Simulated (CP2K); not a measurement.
Consider methanol dimer at its PBE geometry (Å).

```xyz
12

C     0.8875   -0.7216   -1.7185
O     1.1297    0.1165   -0.5703
C    -1.3881    0.6729    1.5674
O    -0.3037   -0.2393    1.7531
H     1.5465   -1.6027   -1.7249
H     1.0121   -0.1595   -2.6563
H    -0.1508   -1.0606   -1.6425
H     2.0583    0.3991   -0.5783
H    -1.9921    0.4276    0.6749
H    -1.0428    1.7175    1.4758
H    -2.0370    0.6005    2.4497
H     0.2804   -0.1503    0.9698
```

Method: CP2K XAS_TDP, all-electron GAPW, PBEh(45%), aug-cc-pVDZ, TDA, GW2X-corrected core level, no relativity.

Predict the bright core excitations at the O K edge.

Leading lines: O2 535.83 eV and O4 536.31 eV. The leading line of an atom is its first one with 35 % of the strongest within 2.5 eV of its lowest line over the strength cut. Core ionisation energies at this level: O2 539.31 and O4 537.51 eV.

The first six lines of each atom with a strength over 0.0015:

```csv
atom,energy (eV),states,"strength, one atom",above the computed threshold
"O2 (bonded to C and H, takes 1 H bond)",535.83,1,0.0151,
,537.35,1,0.0249,
,538.12,1,0.0090,
,538.41,1,0.0028,
,538.66,1,0.0063,
,538.95,1,0.0052,
"O4 (bonded to C and H, gives 1 H bond)",535.67,1,0.0024,
,536.31,1,0.0115,
,536.61,1,0.0026,
,537.16,1,0.0046,
,537.34,1,0.0042,
,537.91,1,0.0060,yes
```

Lines are vertical, at one geometry, with no vibrational structure. GW2X ionisation energies and lines can be off by 1 to 2 eV either way, and a good line position may hide errors that cancel. These values hold no scalar relativity, about 0.4 eV for O 1s. Rydberg lines, and the discretised continuum above threshold, depend on the basis and the box. This is one low-energy arrangement of the cluster, relaxed without a dispersion correction; others exist.

[Banner, clock and machine lines of the logs are left out without a mark of their own.]

[Logs are printed without paths, hosts, clocks, repeated set-up lines and the standing remarks that a program may print on its own settings, such as how far it seeks lower states.]

[Hosts, paths, dates, database ids (printed as entryN), source tags and the programs' standing remarks are cut or masked in the printed files.]
